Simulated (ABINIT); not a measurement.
# InGeH3 (Pm-3m): zone-centre phonons, part 3 of 3

Which modes does InGeH3 (Pm-3m) have at the zone centre?

ABINIT 10.8.3; DFT PBE, scalar-relativistic, plane waves, PseudoDojo norm-conserving pseudopotentials.

So far. Step 5 (Relaxing the cell and atoms): The volume changes by -0.4 % in this run and stands -27.0 % from the first cell. Step 7 (Linear response at Γ): The acoustic modes at Γ come out as far as 1.6 cm⁻¹ from zero, where they should vanish, a small numerical error. The lowest optical mode is imaginary, 986i cm⁻¹, an instability at this level and on this k mesh. The relaxed cell has a = 3.971 Å (conventional setting).

The structure was built from a prototype and need not be the compound's stable phase.

**8. Modes with the sum rule**

anaddb reads the merged derivatives and imposes the acoustic sum rule.

Input file anaddb.abi:

```
ddb_filepath "gamma_DDB"
output_file "anaddb.abo"
outdata_prefix "anaddb"
asr 1
chneut 1
enunit 2
eivec 1
nph1l 1
qph1l 0.0 0.0 0.0 1.0
```

Input file mrgddb.in:

```
gamma_DDB
merged
2
dfpt_gammao_DDB
gso_DDB
```

Command:

```console
$ mrgddb < mrgddb.in > mrgddb.log
$ OMP_NUM_THREADS=1 anaddb anaddb.abi > anaddb.log
```

anaddb.abo, the main output file:

```text
-outvars_anaddb: echo values of input variables ----------------------

 Miscellaneous information :
      enunit         2
       eivec         1
         asr         1
 First list of wavevector (reduced coord.) :
       nph1l         1
       qph1l
                     0.00000000E+00  0.00000000E+00  0.00000000E+00    1.000E+00

================================================================================

 read the DDB information and perform some checks

  ==== Info on the Cryst% object ====
 Real(R)+Recip(G) space primitive vectors, cartesian coordinates (Bohr,Bohr^-1):
 R(1)=  7.5039125  0.0000000  0.0000000  G(1)=  0.1332638  0.0000000  0.0000000
 R(2)=  0.0000000  7.5039125  0.0000000  G(2)=  0.0000000  0.1332638  0.0000000
 R(3)=  0.0000000  0.0000000  7.5039125  G(3)=  0.0000000  0.0000000  0.1332638
 Unit cell volume ucvol=  4.2253558E+02 bohr^3
 Angles (23,13,12)=  9.00000000E+01  9.00000000E+01  9.00000000E+01 degrees
 Time-reversal symmetry is present
 Reduced atomic positions [iatom, xred, symbol]:
    1)    0.0000000  0.0000000  0.0000000  In
    2)    0.5000000  0.5000000  0.5000000  Ge
    3)    0.5000000  0.5000000  0.0000000   H
    4)    0.5000000  0.0000000  0.5000000   H
    5)    0.0000000  0.5000000  0.5000000   H

 DDB file with 3 blocks has been read.

================================================================================

 Treat the first list of vectors

  Phonon wavevector (reduced coordinates) :  0.00000  0.00000  0.00000
 Phonon energies in Hartree :
  -4.493619E-03 -4.493619E-03 -4.493619E-03  0.000000E+00  0.000000E+00
   0.000000E+00  3.510904E-04  3.510904E-04  3.510904E-04  2.099547E-03
   2.099547E-03  2.099547E-03  2.364865E-03  2.364865E-03  2.364865E-03
 Phonon energies in meV     :
- -1.222776E+02 -1.222776E+02 -1.222776E+02  0.000000E+00  0.000000E+00
-  0.000000E+00  9.553655E+00  9.553655E+00  9.553655E+00  5.713158E+01
-  5.713158E+01  5.713158E+01  6.435127E+01  6.435127E+01  6.435127E+01
 Phonon frequencies in cm-1    :
- -9.862354E+02 -9.862354E+02 -9.862354E+02  0.000000E+00  0.000000E+00
-  0.000000E+00  7.705543E+01  7.705543E+01  7.705543E+01  4.607973E+02
-  4.607973E+02  4.607973E+02  5.190280E+02  5.190280E+02  5.190280E+02
 Phonon frequencies in Thz     :
- -2.956659E+01 -2.956659E+01 -2.956659E+01  0.000000E+00  0.000000E+00
-  0.000000E+00  2.310064E+00  2.310064E+00  2.310064E+00  1.381436E+01
-  1.381436E+01  1.381436E+01  1.556007E+01  1.556007E+01  1.556007E+01
 Phonon energies in Kelvin  :
- -1.418973E+03 -1.418973E+03 -1.418973E+03  0.000000E+00  0.000000E+00
-  0.000000E+00  1.108656E+02  1.108656E+02  1.108656E+02  6.629845E+02
-  6.629845E+02  6.629845E+02  7.467654E+02  7.467654E+02  7.467654E+02

 Eigendisplacements
 (will be given, for each mode : in cartesian coordinates
   for each atom the real part of the displacement vector,
   then the imaginary part of the displacement vector - absolute values smaller than 1.0d-7 are set to zero)
  Mode number    1   Energy   -4.493619E-03
 Attention : low frequency mode.
   (Could be unstable or acoustic mode)
-  1  1.11280557E-05  0.00000000E+00  0.00000000E+00
-     0.00000000E+00  0.00000000E+00  0.00000000E+00
-  2 -3.23103558E-04  0.00000000E+00 -1.02990918E-07
-     0.00000000E+00  0.00000000E+00  0.00000000E+00
-  3 -5.72529175E-04  0.00000000E+00  7.38018492E-06
-     0.00000000E+00  0.00000000E+00  0.00000000E+00
-  4 -5.72529175E-04 -4.58175238E-07 -1.82496614E-07
-     0.00000000E+00  0.00000000E+00  0.00000000E+00
-  5  2.31531484E-02  0.00000000E+00 -1.82496614E-07
-     0.00000000E+00  0.00000000E+00  0.00000000E+00
  Mode number    2   Energy   -4.493619E-03
 Attention : low frequency mode.
   (Could be unstable or acoustic mode)
-  1  0.00000000E+00  1.11280563E-05  0.00000000E+00
-     0.00000000E+00  0.00000000E+00  0.00000000E+00
-  2  0.00000000E+00 -3.23103574E-04  0.00000000E+00
-     0.00000000E+00  0.00000000E+00  0.00000000E+00
-  3  0.00000000E+00 -5.72529204E-04  0.00000000E+00
-     0.00000000E+00  0.00000000E+00  0.00000000E+00
-  4  0.00000000E+00  2.31531496E-02  0.00000000E+00
-     0.00000000E+00  0.00000000E+00  0.00000000E+00
-  5  4.58148478E-07 -5.72529204E-04  0.00000000E+00
-     0.00000000E+00  0.00000000E+00  0.00000000E+00
  Mode number    3   Energy   -4.493619E-03
 Attention : low frequency mode.
   (Could be unstable or acoustic mode)
-  1  0.00000000E+00  0.00000000E+00 -1.11280557E-05
-     0.00000000E+00  0.00000000E+00  0.00000000E+00
-  2 -1.02990941E-07  0.00000000E+00  3.23103558E-04
-     0.00000000E+00  0.00000000E+00  0.00000000E+00
-  3 -1.82496655E-07  0.00000000E+00 -2.31531484E-02
-     0.00000000E+00  0.00000000E+00  0.00000000E+00
-  4 -1.82496655E-07  0.00000000E+00  5.72529175E-04
-     0.00000000E+00  0.00000000E+00  0.00000000E+00
-  5  7.38018659E-06  0.00000000E+00  5.72529175E-04
-     0.00000000E+00  0.00000000E+00  0.00000000E+00
  Mode number    4   Energy    0.000000E+00
 Attention : low frequency mode.
   (Could be unstable or acoustic mode)
-  1  0.00000000E+00  0.00000000E+00  1.69716125E-03
-     0.00000000E+00  0.00000000E+00  0.00000000E+00
-  2  0.00000000E+00  0.00000000E+00  1.69718078E-03
-     0.00000000E+00  0.00000000E+00  0.00000000E+00
-  3  0.00000000E+00  0.00000000E+00  1.69718147E-03
-     0.00000000E+00  0.00000000E+00  0.00000000E+00
-  4  0.00000000E+00  0.00000000E+00  1.69718533E-03
-     0.00000000E+00  0.00000000E+00  0.00000000E+00
-  5  0.00000000E+00  0.00000000E+00  1.69718533E-03
-     0.00000000E+00  0.00000000E+00  0.00000000E+00
  Mode number    5   Energy    0.000000E+00
 Attention : low frequency mode.
   (Could be unstable or acoustic mode)
-  1  0.00000000E+00 -1.69716124E-03  0.00000000E+00
-     0.00000000E+00  0.00000000E+00  0.00000000E+00
-  2  0.00000000E+00 -1.69718078E-03  0.00000000E+00
-     0.00000000E+00  0.00000000E+00  0.00000000E+00
-  3  0.00000000E+00 -1.69718532E-03  0.00000000E+00
-     0.00000000E+00  0.00000000E+00  0.00000000E+00
-  4  0.00000000E+00 -1.69718147E-03  0.00000000E+00
-     0.00000000E+00  0.00000000E+00  0.00000000E+00
-  5  0.00000000E+00 -1.69718532E-03  0.00000000E+00
-     0.00000000E+00  0.00000000E+00  0.00000000E+00
  Mode number    6   Energy    0.000000E+00
 Attention : low frequency mode.
   (Could be unstable or acoustic mode)
-  1  1.69716124E-03  0.00000000E+00  0.00000000E+00
-     0.00000000E+00  0.00000000E+00  0.00000000E+00
-  2  1.69718078E-03  0.00000000E+00  0.00000000E+00
-     0.00000000E+00  0.00000000E+00  0.00000000E+00
-  3  1.69718532E-03  0.00000000E+00  0.00000000E+00
-     0.00000000E+00  0.00000000E+00  0.00000000E+00
-  4  1.69718532E-03  0.00000000E+00  0.00000000E+00
-     0.00000000E+00  0.00000000E+00  0.00000000E+00
-  5  1.69718147E-03  0.00000000E+00  0.00000000E+00
-     0.00000000E+00  0.00000000E+00  0.00000000E+00
  Mode number    7   Energy    3.510904E-04
-  1  0.00000000E+00  0.00000000E+00  1.37692068E-03
-     0.00000000E+00  0.00000000E+00  0.00000000E+00
-  2  0.00000000E+00  0.00000000E+00 -2.07564834E-03
-     0.00000000E+00  0.00000000E+00  0.00000000E+00
-  3  0.00000000E+00  0.00000000E+00 -2.28662015E-03
-     0.00000000E+00  0.00000000E+00  0.00000000E+00
-  4  0.00000000E+00  0.00000000E+00 -2.51929514E-03
-     0.00000000E+00  0.00000000E+00  0.00000000E+00
-  5  0.00000000E+00  0.00000000E+00 -2.51929514E-03
-     0.00000000E+00  0.00000000E+00  0.00000000E+00
  Mode number    8   Energy    3.510904E-04
-  1  0.00000000E+00 -1.37692068E-03  0.00000000E+00
-     0.00000000E+00  0.00000000E+00  0.00000000E+00
-  2  0.00000000E+00  2.07564834E-03  0.00000000E+00
-     0.00000000E+00  0.00000000E+00  0.00000000E+00
-  3  0.00000000E+00  2.51929514E-03  0.00000000E+00
-     0.00000000E+00  0.00000000E+00  0.00000000E+00
-  4  0.00000000E+00  2.28662015E-03  0.00000000E+00
-     0.00000000E+00  0.00000000E+00  0.00000000E+00
-  5  0.00000000E+00  2.51929514E-03  0.00000000E+00
-     0.00000000E+00  0.00000000E+00  0.00000000E+00
  Mode number    9   Energy    3.510904E-04
-  1  1.37692068E-03  0.00000000E+00  0.00000000E+00
-     0.00000000E+00  0.00000000E+00  0.00000000E+00
-  2 -2.07564834E-03  0.00000000E+00  0.00000000E+00
-     0.00000000E+00  0.00000000E+00  0.00000000E+00
-  3 -2.51929514E-03  0.00000000E+00  0.00000000E+00
-     0.00000000E+00  0.00000000E+00  0.00000000E+00
-  4 -2.51929514E-03  0.00000000E+00  0.00000000E+00
-     0.00000000E+00  0.00000000E+00  0.00000000E+00
-  5 -2.28662015E-03  0.00000000E+00  0.00000000E+00
-     0.00000000E+00  0.00000000E+00  0.00000000E+00
  Mode number   10   Energy    2.099547E-03
-  1  0.00000000E+00  0.00000000E+00  3.67093548E-05
-     0.00000000E+00  0.00000000E+00  0.00000000E+00
-  2  0.00000000E+00  0.00000000E+00 -5.11880731E-04
-     0.00000000E+00  0.00000000E+00  0.00000000E+00
-  3  0.00000000E+00  5.53802908E-07  2.84788431E-04
-     0.00000000E+00  0.00000000E+00  0.00000000E+00
-  4  0.00000000E+00  0.00000000E+00  1.62041406E-02
-     0.00000000E+00  0.00000000E+00  0.00000000E+00
-  5  0.00000000E+00  5.53802908E-07  1.62041406E-02
-     0.00000000E+00  0.00000000E+00  0.00000000E+00
  Mode number   11   Energy    2.099547E-03
-  1  0.00000000E+00  3.67093548E-05  0.00000000E+00
-     0.00000000E+00  0.00000000E+00  0.00000000E+00
-  2  0.00000000E+00 -5.11880731E-04  0.00000000E+00
-     0.00000000E+00  0.00000000E+00  0.00000000E+00
-  3  0.00000000E+00  1.62041406E-02  0.00000000E+00
-     0.00000000E+00  0.00000000E+00  0.00000000E+00
-  4  0.00000000E+00  2.84788431E-04 -5.53802922E-07
-     0.00000000E+00  0.00000000E+00  0.00000000E+00
-  5  0.00000000E+00  1.62041406E-02 -5.53802922E-07
-     0.00000000E+00  0.00000000E+00  0.00000000E+00
  Mode number   12   Energy    2.099547E-03
-  1  3.67093548E-05  0.00000000E+00  0.00000000E+00
-     0.00000000E+00  0.00000000E+00  0.00000000E+00
-  2 -5.11880731E-04  0.00000000E+00  0.00000000E+00
-     0.00000000E+00  0.00000000E+00  0.00000000E+00
-  3  1.62041406E-02  0.00000000E+00  0.00000000E+00
-     0.00000000E+00  0.00000000E+00  0.00000000E+00
-  4  1.62041406E-02  0.00000000E+00  0.00000000E+00
-     0.00000000E+00  0.00000000E+00  0.00000000E+00
-  5  2.84788431E-04  0.00000000E+00  0.00000000E+00
-     0.00000000E+00  0.00000000E+00  0.00000000E+00
  Mode number   13   Energy    2.364865E-03
-  1  0.00000000E+00  0.00000000E+00  0.00000000E+00
-     0.00000000E+00  0.00000000E+00  0.00000000E+00
-  2  0.00000000E+00  0.00000000E+00  0.00000000E+00
-     0.00000000E+00  0.00000000E+00  0.00000000E+00
-  3  0.00000000E+00  1.02293485E-06  0.00000000E+00
-     0.00000000E+00  0.00000000E+00  0.00000000E+00
-  4  0.00000000E+00  0.00000000E+00 -1.64963404E-02
-     0.00000000E+00  0.00000000E+00  0.00000000E+00
-  5  0.00000000E+00 -1.02293485E-06  1.64963404E-02
-     0.00000000E+00  0.00000000E+00  0.00000000E+00
  Mode number   14   Energy    2.364865E-03
-  1  0.00000000E+00  0.00000000E+00  0.00000000E+00
-     0.00000000E+00  0.00000000E+00  0.00000000E+00
-  2  0.00000000E+00  0.00000000E+00  0.00000000E+00
-     0.00000000E+00  0.00000000E+00  0.00000000E+00
-  3  1.05256490E-06 -1.64963404E-02  0.00000000E+00
-     0.00000000E+00  0.00000000E+00  0.00000000E+00
-  4 -1.05256490E-06  0.00000000E+00 -1.02293485E-06
-     0.00000000E+00  0.00000000E+00  0.00000000E+00
-  5  0.00000000E+00  1.64963404E-02  1.02293485E-06
-     0.00000000E+00  0.00000000E+00  0.00000000E+00
  Mode number   15   Energy    2.364865E-03
-  1  0.00000000E+00  0.00000000E+00  0.00000000E+00
-     0.00000000E+00  0.00000000E+00  0.00000000E+00
-  2  0.00000000E+00  0.00000000E+00  0.00000000E+00
-     0.00000000E+00  0.00000000E+00  0.00000000E+00
-  3  1.64963404E-02  1.05256490E-06  0.00000000E+00
-     0.00000000E+00  0.00000000E+00  0.00000000E+00
-  4 -1.64963404E-02  0.00000000E+00  0.00000000E+00
-     0.00000000E+00  0.00000000E+00  0.00000000E+00
-  5  0.00000000E+00 -1.05256490E-06  0.00000000E+00
-     0.00000000E+00  0.00000000E+00  0.00000000E+00

 Analysis of degeneracies and characters (maximum tolerance=1.00E-06 a.u.)
 For each vibration mode, or group of modes if degenerate,
 the characters are given for each symmetry operation (see the list in the log file).
 Symmetry characters of vibration mode #   1
       degenerate with vibration modes #   2 to    3
  3.0 -3.0 -1.0  1.0 -1.0  1.0 -1.0  1.0  1.0 -1.0 -1.0  1.0  1.0 -1.0 -1.0  1.0
  0.0 -0.0 -0.0  0.0 -0.0  0.0  0.0 -0.0  1.0 -1.0 -1.0  1.0 -1.0  1.0  1.0 -1.0
  0.0 -0.0 -0.0  0.0  0.0 -0.0 -0.0  0.0  1.0 -1.0  1.0 -1.0 -1.0  1.0 -1.0  1.0
 Symmetry characters of vibration mode #   4
       degenerate with vibration modes #   5 to    6
  3.0 -3.0 -1.0  1.0 -1.0  1.0 -1.0  1.0  1.0 -1.0 -1.0  1.0  1.0 -1.0 -1.0  1.0
 -0.0  0.0 -0.0  0.0  0.0 -0.0  0.0 -0.0  1.0 -1.0 -1.0  1.0 -1.0  1.0  1.0 -1.0
 -0.0  0.0  0.0 -0.0  0.0 -0.0 -0.0  0.0  1.0 -1.0  1.0 -1.0 -1.0  1.0 -1.0  1.0
 Symmetry characters of vibration mode #   7
       degenerate with vibration modes #   8 to    9
  3.0 -3.0 -1.0  1.0 -1.0  1.0 -1.0  1.0  1.0 -1.0 -1.0  1.0  1.0 -1.0 -1.0  1.0
 -0.0  0.0 -0.0  0.0  0.0 -0.0  0.0 -0.0  1.0 -1.0 -1.0  1.0 -1.0  1.0  1.0 -1.0
 -0.0  0.0  0.0 -0.0  0.0 -0.0 -0.0  0.0  1.0 -1.0  1.0 -1.0 -1.0  1.0 -1.0  1.0
 Symmetry characters of vibration mode #  10
       degenerate with vibration modes #  11 to   12
  3.0 -3.0 -1.0  1.0 -1.0  1.0 -1.0  1.0  1.0 -1.0 -1.0  1.0  1.0 -1.0 -1.0  1.0
  0.0 -0.0 -0.0  0.0  0.0 -0.0 -0.0  0.0  1.0 -1.0 -1.0  1.0 -1.0  1.0  1.0 -1.0
  0.0 -0.0  0.0 -0.0 -0.0  0.0 -0.0  0.0  1.0 -1.0  1.0 -1.0 -1.0  1.0 -1.0  1.0
 Symmetry characters of vibration mode #  13
       degenerate with vibration modes #  14 to   15
  3.0 -3.0 -1.0  1.0 -1.0  1.0 -1.0  1.0 -1.0  1.0  1.0 -1.0 -1.0  1.0  1.0 -1.0
 -0.0  0.0 -0.0  0.0  0.0 -0.0  0.0 -0.0 -1.0  1.0  1.0 -1.0  1.0 -1.0 -1.0  1.0
 -0.0  0.0  0.0 -0.0  0.0 -0.0 -0.0  0.0 -1.0  1.0 -1.0  1.0  1.0 -1.0  1.0 -1.0
-
```

The job ended after 0.5 s (1 thread of Arm Neoverse V2, shared host).

Read from the output:

```
lowest optical zone-centre mode : -986.2 cm⁻¹
```

No LO-TO term; unit eigenvectors of the mass-weighted matrix, from anaddb's displacements. The modes at Γ (shares of kinetic energy by element, %) (negative means imaginary):

| mode | frequency (cm⁻¹) | symmetry | In % | Ge % | H % |
| --- | --- | --- | --- | --- | --- |
| 1 | -986.2 | T1u | 0 | 1 | 99 |
| 2 | -986.2 | T1u | 0 | 1 | 99 |
| 3 | -986.2 | T1u | 0 | 1 | 99 |
| 4 | 0.0 | acoustic | 60 | 38 | 2 |
| 5 | 0.0 | acoustic | 60 | 38 | 2 |
| 6 | 0.0 | acoustic | 60 | 38 | 2 |
| 7 | 77.1 | T1u | 40 | 57 | 3 |
| 8 | 77.1 | T1u | 40 | 57 | 3 |
| 9 | 77.1 | T1u | 40 | 57 | 3 |
| 10 | 460.8 | T1u | 0 | 3 | 97 |
| 11 | 460.8 | T1u | 0 | 3 | 97 |
| 12 | 460.8 | T1u | 0 | 3 | 97 |
| 13 | 519.0 | T2u | 0 | 0 | 100 |
| 14 | 519.0 | T2u | 0 | 0 | 100 |
| 15 | 519.0 | T2u | 0 | 0 | 100 |

Displacements in mode 3 (-986.2 cm⁻¹), the largest set to 1:
```
In1  0.00  0.00  0.00
Ge2  0.00  0.00  0.01
H3   0.00  0.00 -1.00
H4   0.00  0.00  0.02
H5   0.00  0.00  0.02
```

Displacements in mode 13 (519.0 cm⁻¹), the largest set to 1:
```
In1  0.00  0.00  0.00
Ge2  0.00  0.00  0.00
H3   0.00  0.00  0.00
H4   0.00  0.00 -1.00
H5   0.00  0.00  1.00
```

The rule moves no optical mode by more than 0.1 cm⁻¹.

**9. Outcome**

```yaml
space_group_after_relaxation: Pm-3m
volume_per_atom: 12.5 Å³
highest_optical_zone_centre_mode_no_lo_to_term: 519.0 cm⁻¹
lowest_optical_zone_centre_mode: -986.2 cm⁻¹
imaginary_optical_modes_at_the_zone_centre_no_q_mesh_in_this_session: yes
```

**Reading.** At the PBE level the optical modes of InGeH3 (Pm-3m) at the zone centre run from 986i to 519 cm⁻¹, so the structure is a saddle point, with 3 modes beyond 10i cm⁻¹ there. These are harmonic frequencies: anharmonic shifts and widths and the lattice's thermal expansion are left out. The Fermi-Dirac smearing of 0.01 Ha is an electronic temperature of 3158 K, which adds a pressure of its own and can shift the volume and soft modes. In a metal the frequencies hang on the k mesh and the smearing, most of all near Kohn anomalies. The structure is a hypothetical one, built on a prototype.

[Host names and launcher messages were left out of these logs when they were recorded.]

[Logs are printed without paths, hosts, clocks, repeated set-up lines and the standing remarks that a program may print on its own settings, such as how far it seeks lower states.]

[Hosts, paths, dates, database ids (printed as entryN), source tags and the programs' standing remarks are cut or masked in the printed files.]
